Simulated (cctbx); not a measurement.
# Lattice, Laue class and space group of a new crystal

Cell: a = 5.7170 Å, b = 5.7170 Å, c = 5.7400 Å, α = 90.00°, β = 90.00°, γ = 120.00°. Expected content of the cell: Mn1 S6 P2.

The data are simulated with cctbx, not measured: synchrotron X-rays, λ = 0.7749 Å, to d = 0.65 Å, 80 % of the full sphere, strongest reflection 20000 counts, noise from counting, a 2 % proportional error and a noise floor of 2 counts (s.d.); no absorption, some extinction.

A first pass over the reflections prints:

```text
2015 reflections to d = 0.651 A
centring   violations  <I/sigma> of those
    A        911 of  1000     18.2
    B        909 of   993     18.5
    C        908 of  1001     18.3
    I        925 of  1014     18.5
    R       1195 of  1337     18.3
    F       1364 of  1497     18.4
Laue class    unique    Rint  (classes that these axes allow; Friedel mates merged)
P -1             1216   0.018
P 1 1 2/m         679   0.448
P -3              425   0.023
P -3 1 m          246   0.024
P -3 m 1          267   0.463
P 6/m             234   0.464
P 6/m m m         161   0.464
space group    extra absences  I>4sigma  <I/sigma>
P 3 1 2                 0          0         -  acentric
P 3 1 m                 0          0         -  acentric
P -3 1 m                0          0         -  centric
Wilson B = 1.15 A^2   <|E^2-1|> = 0.843 (0.968 centric, 0.736 acentric)   E^2>4: 2.4 %
shell (A)         n   <I/sigma>
 5.74 - 1.30     36     62.7
 1.30 - 1.03     32     62.1
 1.03 - 0.90     29     57.2
 0.90 - 0.82     26     51.3
 0.82 - 0.76     32     45.0
 0.76 - 0.72     24     40.9
 0.72 - 0.68     37     36.4
 0.68 - 0.65     30     34.3
```

**Question.** What are the lattice type, the Laue class and the likely space group?

Every centring test has many violations, so the lattice is primitive.

Rint stays low (0.018 to 0.024) up to P -3 1 m and is 0.448 or more in the other classes.

3 settings pass the absence test. No glide or screw absences show, which leaves P 3 1 2, P 3 1 m and P -3 1 m.

⟨|E²−1|⟩ = 0.843 lies between the two ideal values. The Wilson B of 1.15 Å² means U ≈ 0.0146 Å².

The true group is P-31m (no. 162), Laue class -3m, centrosymmetric. The tables only narrow the choice to the tied entries; cell content, site symmetry and trial solutions must settle it.

The model is made up (kin elements in a known structure type, no relaxation), so it says nothing on whether the phase exists.

[Logs are printed without paths, hosts, clocks, repeated set-up lines and the standing remarks that a program may print on its own settings, such as how far it seeks lower states.]
